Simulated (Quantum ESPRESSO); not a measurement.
# Magnetic state of two Fe on Si sites of Si, 2.35 Å apart from several starts, part 2 of 2

Aim: find out which collinear order of two Fe on Si sites of Si, 2.35 Å apart costs least.

Quantum ESPRESSO 7.5; PBE with U = 4.5 eV on Fe d (ortho-atomic projectors); plane waves with GBRV 1.5 PBE potentials, no spin-orbit coupling.

So far, absolute magnetization (μB): step 2 (run 1 (ferro ++)) 6.88.

### 3. Run 2, typed as antiferro +−

pw.in

```
&CONTROL
  calculation = 'scf'
  prefix = 'pwscf'
  outdir = './tmp'
  pseudo_dir = './pseudo'
  disk_io = 'nowf'
/
&SYSTEM
  ibrav = 0
  celldm(1) = 8
  nat = 16
  ntyp = 3
  ecutwfc = 40
  ecutrho = 280
  nbnd = 61
  occupations = 'smearing'
  smearing = 'fd'
  degauss = 0.00367493
  nspin = 2
  starting_magnetization(1) = 0.2188
  starting_magnetization(2) = -0.2188
  starting_magnetization(3) = 0
/
&ELECTRONS
  conv_thr = 3.2d-08
  electron_maxstep = 150
  mixing_beta = 0.3
/
ATOMIC_SPECIES
Fe1    55.8450 fe_pbe_v1.5.uspp.F.UPF
Fe2    55.8450 fe_pbe_v1.5.uspp.F.UPF
Si     28.0850 si_pbe_v1.uspp.F.UPF
CELL_PARAMETERS alat
   0.0000000000000    1.2828878228553    1.2828878228553
   1.2828878228553    0.0000000000000    1.2828878228553
   1.2828878228553    1.2828878228553    0.0000000000000
ATOMIC_POSITIONS crystal
Fe1     0.0000000000    0.0000000000    0.0000000000
Fe2     0.1250000000    0.1250000000    0.1250000000
Si      0.0000000000    0.0000000000    0.5000000000
Si      0.1250000000    0.1250000000    0.6250000000
Si      0.0000000000    0.5000000000    0.0000000000
Si      0.1250000000    0.6250000000    0.1250000000
Si      0.0000000000    0.5000000000    0.5000000000
Si      0.1250000000    0.6250000000    0.6250000000
Si      0.5000000000    0.0000000000    0.0000000000
Si      0.6250000000    0.1250000000    0.1250000000
Si      0.5000000000    0.0000000000    0.5000000000
Si      0.6250000000    0.1250000000    0.6250000000
Si      0.5000000000    0.5000000000    0.0000000000
Si      0.6250000000    0.6250000000    0.1250000000
Si      0.5000000000    0.5000000000    0.5000000000
Si      0.6250000000    0.6250000000    0.6250000000
K_POINTS automatic
4 4 4 0 0 0
HUBBARD {ortho-atomic}
U Fe1-3d 4.5000
U Fe2-3d 4.5000
```

Launch:

```sh
OMP_NUM_THREADS=1 mpirun -n 4 pw.x -nk 4 -in pw.in > pw.out
```

Log:

```text
[banner, memory and clock lines left out]
Program PWSCF v.7.5 starts

     Message from routine setup:
     using ibrav=0 with symmetry is DISCOURAGED, use correct ibrav instead

     bravais-lattice index     =            0
     lattice parameter (alat)  =       8.0000  a.u.
     unit-cell volume          =    2162.0514 (a.u.)^3
     number of atoms/cell      =           16
     number of atomic types    =            3
     number of electrons       =        88.00
     number of Kohn-Sham states=           61
     kinetic-energy cutoff     =      40.0000  Ry
     charge density cutoff     =     280.0000  Ry
     scf convergence threshold =      3.2E-08
     mixing beta               =       0.3000
     number of iterations used =            8  plain     mixing
     Exchange-correlation= SLA  PW   PBE  PBE
                           (   1   4   3   4   0   0   0)
     Hubbard projectors: ortho-atomic
     Hubbard parameters of DFT+U (Dudarev formulation) in eV:
     U(Fe1-3d) =  4.5000
     U(Fe2-3d) =  4.5000

     Internal variables: lda_plus_u =T, lda_plus_u_kind = 0

     Internal variables: orbital_resolved =F, hub_pot_fix =F, apply_U = F

     celldm(1)=   8.000000  celldm(2)=   0.000000  celldm(3)=   0.000000
     celldm(4)=   0.000000  celldm(5)=   0.000000  celldm(6)=   0.000000

     crystal axes: (cart. coord. in units of alat)
               a(1) = (   0.000000   1.282888   1.282888 )
               a(2) = (   1.282888   0.000000   1.282888 )
               a(3) = (   1.282888   1.282888   0.000000 )

     reciprocal axes: (cart. coord. in units 2 pi/alat)
               b(1) = ( -0.389746  0.389746  0.389746 )
               b(2) = (  0.389746 -0.389746  0.389746 )
               b(3) = (  0.389746  0.389746 -0.389746 )

     PseudoPot. # 1 for Fe read from file:
     fe_pbe_v1.5.uspp.F.UPF
     Pseudo is Ultrasoft + core correction, Zval = 16.0

     PseudoPot. # 2 for Fe read from file:
     fe_pbe_v1.5.uspp.F.UPF
     Pseudo is Ultrasoft + core correction, Zval = 16.0

     PseudoPot. # 3 for Si read from file:
     si_pbe_v1.uspp.F.UPF
     Pseudo is Ultrasoft + core correction, Zval =  4.0

     atomic species   valence    mass     pseudopotential
     Fe1              16.00    55.84500     Fe( 1.00)
     Fe2              16.00    55.84500     Fe( 1.00)
     Si                4.00    28.08500     Si( 1.00)

     Starting magnetic structure
     atomic species   magnetization
     Fe1             0.219
     Fe2            -0.219
     Si              0.000

      6 Sym. Ops. (no inversion) found

   Cartesian axes

     site n.     atom                  positions (alat units)
         1        Fe1    tau(   1) = (   0.0000000   0.0000000   0.0000000  )
         2        Fe2    tau(   2) = (   0.3207220   0.3207220   0.3207220  )
         3        Si     tau(   3) = (   0.6414439   0.6414439   0.0000000  )
         4        Si     tau(   4) = (   0.9621659   0.9621659   0.3207220  )
         5        Si     tau(   5) = (   0.6414439   0.0000000   0.6414439  )
         6        Si     tau(   6) = (   0.9621659   0.3207220   0.9621659  )
         7        Si     tau(   7) = (   1.2828878   0.6414439   0.6414439  )
         8        Si     tau(   8) = (   1.6036098   0.9621659   0.9621659  )
         9        Si     tau(   9) = (   0.0000000   0.6414439   0.6414439  )
        10        Si     tau(  10) = (   0.3207220   0.9621659   0.9621659  )
        11        Si     tau(  11) = (   0.6414439   1.2828878   0.6414439  )
        12        Si     tau(  12) = (   0.9621659   1.6036098   0.9621659  )
        13        Si     tau(  13) = (   0.6414439   0.6414439   1.2828878  )
        14        Si     tau(  14) = (   0.9621659   0.9621659   1.6036098  )
        15        Si     tau(  15) = (   1.2828878   1.2828878   1.2828878  )
        16        Si     tau(  16) = (   1.6036098   1.6036098   1.6036098  )

     number of k points=    13  Fermi-Dirac smearing, width (Ry)=  0.0037
                       cart. coord. in units 2pi/alat
        k(    1) = (   0.0000000   0.0000000   0.0000000), wk =   0.0156250
        k(    2) = (   0.0974364   0.0974364  -0.0974364), wk =   0.0937500
        k(    3) = (  -0.1948728  -0.1948728   0.1948728), wk =   0.0468750
        k(    4) = (   0.1948728   0.0000000   0.0000000), wk =   0.0937500
        k(    5) = (  -0.0974364  -0.2923093   0.2923093), wk =   0.1875000
        [... 8 further k-points ...]

     Dense  grid:   171471 G-vectors     FFT dimensions: (  80,  80,  80)

     Smooth grid:    74129 G-vectors     FFT dimensions: (  60,  60,  60)

     Check: negative core charge=   -0.000008
     Generating pointlists ...
     new r_m :   0.2291 (alat units)  1.8332 (a.u.) for type    1
     new r_m :   0.2291 (alat units)  1.8332 (a.u.) for type    2
     new r_m :   0.2291 (alat units)  1.8332 (a.u.) for type    3

     Initial potential from superposition of free atoms

     starting charge      85.9906, renormalised to      88.0000

     STARTING HUBBARD OCCUPATIONS:

     =================== HUBBARD OCCUPATIONS ===================
     ------------------------ ATOM    1 ------------------------
     Tr[ns(  1)] (up, down, total) =   5.00000  0.00000  5.00000
     Atomic magnetic moment for atom   1 =   5.00000
     [... lines left out ...]
     ------------------------ ATOM    2 ------------------------
     Tr[ns(  2)] (up, down, total) =   0.00000  5.00000  5.00000
     Atomic magnetic moment for atom   2 =  -5.00000
     [... lines left out ...]
     Number of occupied Hubbard levels =   10.0000

     Atomic wfc used for Hubbard projectors are orthogonalized

     Starting wfcs are   82 randomized atomic wfcs

     Self-consistent Calculation

     iteration #  1     ecut=    40.00 Ry     beta= 0.30
     Davidson diagonalization with overlap
     ethr =  1.00E-02,  avg # of iterations =  3.7

     =================== HUBBARD OCCUPATIONS ===================
     ------------------------ ATOM    1 ------------------------
     Tr[ns(  1)] (up, down, total) =   4.89939  3.78406  8.68345
     Atomic magnetic moment for atom   1 =   1.11533
     [... lines left out ...]
     ------------------------ ATOM    2 ------------------------
     Tr[ns(  2)] (up, down, total) =   3.78403  4.89939  8.68342
     Atomic magnetic moment for atom   2 =  -1.11536
     [... lines left out ...]
     Number of occupied Hubbard levels =   17.3669

     total energy              =    -629.04156863 Ry
     estimated scf accuracy    <      14.22047472 Ry

     total magnetization       =    -0.00 Bohr mag/cell
     absolute magnetization    =     2.97 Bohr mag/cell

     iteration #  2     ecut=    40.00 Ry     beta= 0.30
     Davidson diagonalization with overlap
     ethr =  1.00E-02,  avg # of iterations =  3.5

     total energy              =    -628.71851577 Ry
     estimated scf accuracy    <      82.53566033 Ry

     total magnetization       =    -0.01 Bohr mag/cell
     absolute magnetization    =     0.35 Bohr mag/cell

     [... further iterations left out ...]

     iteration # 62     ecut=    40.00 Ry     beta= 0.30
     Davidson diagonalization with overlap
     ethr =  2.75E-10,  avg # of iterations =  6.3

     total energy              =    -634.31813261 Ry
     estimated scf accuracy    <       0.00000007 Ry

     total magnetization       =    -0.04 Bohr mag/cell
     absolute magnetization    =     6.65 Bohr mag/cell

     iteration # 63     ecut=    40.00 Ry     beta= 0.30
     Davidson diagonalization with overlap
     ethr =  7.44E-11,  avg # of iterations =  6.2

     Magnetic moment per site  (integrated on atomic sphere of radius R)
     atom   1 (R=0.229)  charge= 14.1478  magn=  2.6030
     atom   2 (R=0.229)  charge= 14.1421  magn= -2.6420
     atom   3 (R=0.229)  charge=  1.8136  magn=  0.0767
     atom   4 (R=0.229)  charge=  1.8127  magn= -0.0765
     atom   5 (R=0.229)  charge=  1.8136  magn=  0.0767
     atom   6 (R=0.229)  charge=  1.8127  magn= -0.0765
     atom   7 (R=0.229)  charge=  1.8190  magn= -0.0024
     atom   8 (R=0.229)  charge=  1.8188  magn=  0.0023
     atom   9 (R=0.229)  charge=  1.8136  magn=  0.0767
     atom  10 (R=0.229)  charge=  1.8127  magn= -0.0765
     atom  11 (R=0.229)  charge=  1.8190  magn= -0.0024
     atom  12 (R=0.229)  charge=  1.8188  magn=  0.0023
     atom  13 (R=0.229)  charge=  1.8190  magn= -0.0024
     atom  14 (R=0.229)  charge=  1.8188  magn=  0.0023
     atom  15 (R=0.229)  charge=  1.8237  magn= -0.0006
     atom  16 (R=0.229)  charge=  1.8236  magn=  0.0012

     End of self-consistent calculation

     =================== HUBBARD OCCUPATIONS ===================
     ------------------------ ATOM    1 ------------------------
     Tr[ns(  1)] (up, down, total) =   4.66028  1.85465  6.51493
     Atomic magnetic moment for atom   1 =   2.80563
     [... lines left out ...]
     ------------------------ ATOM    2 ------------------------
     Tr[ns(  2)] (up, down, total) =   1.82823  4.67415  6.50238
     Atomic magnetic moment for atom   2 =  -2.84592
     [... lines left out ...]
     Number of occupied Hubbard levels =   13.0173

     [... lines left out ...]
     the Fermi energy is     6.1573 ev

!    total energy              =    -634.31813728 Ry
     estimated scf accuracy    <       0.00000002 Ry
     smearing contrib. (-TS)   =      -0.00281579 Ry
     internal energy E=F+TS    =    -634.31532149 Ry

     The total energy is F=E-TS. E is the sum of the following terms:
     one-electron contribution =    -509.51037062 Ry
     hartree contribution      =     287.04525991 Ry
     xc contribution           =    -118.73058565 Ry
     ewald contribution        =    -293.39736854 Ry
     Hubbard energy            =       0.27774340 Ry

     total magnetization       =    -0.04 Bohr mag/cell
     absolute magnetization    =     6.65 Bohr mag/cell

     convergence has been achieved in  63 iterations
```

Run time: 27 min. Hardware: 4 MPI ranks of Intel Xeon at 2.50GHz (Skylake/Cascade Lake), shared host; peak memory 1.6 GiB.

Spin moment in the atom's sphere by atom:

```tsv
atom	spin moment in the atom's sphere (μB)
Fe1	2.60
Fe2	-2.64
Si3	0.08
Si4	-0.08
Si5	0.08
Si6	-0.08
Si7	0.00
Si8	0.00
Si9	0.08
Si10	-0.08
Si11	0.00
Si12	0.00
Si13	0.00
Si14	0.00
Si15	0.00
Si16	0.00
```

Numbers from this step:

- smearing term TS: 0.03831 eV
- magnetization: -0.037 μB
- absolute magnetization: 6.653 μB
- final state: antiferromagnetic

Spin density in the ac plane at fractional y = 0.000, with atoms of Fe and Si within 0.2 Å of it.

Ten even steps from '_' (-0.3 e/Å³) to '@' (4.8 e/Å³), each cell a mean:
```
%%++..________________________________..==
::::..__________________________________..
__________________________________________
__________________________________________
__________________________________________
__________________________________________
__________________________________________
__________________________________________
__________________________________________
__________________________________________
__________________________________________
__________________________________________
__________________________________________
__________________________________________
__________________________________________
__________________________________________
__________________________________________
__________________________________________
..____________________________________....
--..__________________________________::++
@@--..________________________________::%%
```
Columns run along a (7.7 Å), rows up along c (7.7 Å). Atoms in or near the plane, at fractional coordinates: Fe at (0.00, 0.00), Si at (0.00, 0.50), Si at (0.50, 0.00), Si at (0.50, 0.50).

Valence density in the ac plane at fractional y = 0.000, with atoms of Fe and Si within 0.2 Å of it. It is the smooth field of the valence electrons, not physical close to the nuclei.

Values in e/Å³, 11 rows by 16 columns, each cell a mean:
```
13  5  0  0  0  0  0  0  0  0  0  0  0  0  0  5
 1  1  0  0  0  0  0  0  0  0  0  0  0  0  0  0
 0  0  0  0  0  0  0  0  0  0  0  0  0  0  0  0
 0  0  0  0  0  0  0  0  0  0  0  0  0  0  0  0
 0  0  0  0  0  0  0  0  0  0  0  0  0  0  0  0
 1  0  0  0  0  0  0  0  1  0  0  0  0  0  0  0
 0  0  0  0  0  0  0  0  0  0  0  0  0  0  0  0
 0  0  0  0  0  0  0  0  0  0  0  0  0  0  0  0
 0  0  1  0  0  0  0  0  0  0  0  0  0  0  0  0
 1  0  1  1  0  0  0  0  0  0  0  0  0  0  1  1
14  2  0  0  0  0  0  0  1  0  0  0  0  0  2 15
```
Columns run along a (7.7 Å), rows up along c (7.7 Å). Atoms in or near the plane, at fractional coordinates: Fe at (0.00, 0.00), Si at (0.00, 0.50), Si at (0.50, 0.00), Si at (0.50, 0.50).

### 4. Ranking

An order is kept where moments of 0.15 μB or more survive with the typed signs; meshes match where a doubled cell samples the same k points as the first cell.

Orders:

```tsv
start	final state	typed order kept	energy over the lowest (meV a seeded atom)	largest site moment (μB)	net moment (μB a cell of the first run)	mesh matched	CPU time (s)
ferro ++	ferromagnetic	yes	0	2.939	6.221	yes	2884
antiferro +-	antiferromagnetic	yes	259.9	2.642	0.03736	yes	6398
```

### 5. Fillings of the first corrected shells

```tsv
start	type	spin	occupation numbers
ferro ++	Fe	up	0.933 0.933 0.955 0.970 0.970
ferro ++	Fe	down	0.026 0.026 0.457 0.562 0.562
ferro ++	Fe	up	0.933 0.933 0.955 0.970 0.970
ferro ++	Fe	down	0.026 0.026 0.458 0.561 0.561
antiferro +-	Fe1	up	0.910 0.910 0.937 0.952 0.952
antiferro +-	Fe1	down	0.042 0.094 0.094 0.812 0.812
antiferro +-	Fe2	up	0.042 0.098 0.098 0.795 0.795
antiferro +-	Fe2	down	0.915 0.915 0.938 0.954 0.954
```

### 6. Summary of results

- moments, largest by run: 2.94, 2.64 μB
- spread of the energies of the runs with moments: 260 meV a seeded atom

**Reading.** Under a U these runs seem to end in unlike orbital states: the fillings of their corrected shells differ, or their energies lie too far apart for exchange alone. The differences are then no exchange energies, and the ranking says little of the magnetic order. Seeding all runs from one set of occupation matrices is the usual remedy. Degenerate orbitals of a corrected shell are partly filled. Whether a state of lower symmetry lies under this one was not tested; under a U it often does. The cell was built by rule and the atoms were not relaxed, which can move these energies.

[Logs and program files are shortened in this print: banners, set-up blocks, solver, clock and traceback lines can be left out without a mark of their own.]

[Logs are printed without paths, hosts, clocks, repeated set-up lines and the standing remarks that a program may print on its own settings, such as how far it seeks lower states.]

[Hosts, paths, dates, database ids (printed as entryN), source tags and the programs' standing remarks are cut or masked in the printed files.]

[Where a cell is said to come from a database of computed structures, the database is the Materials Project.]
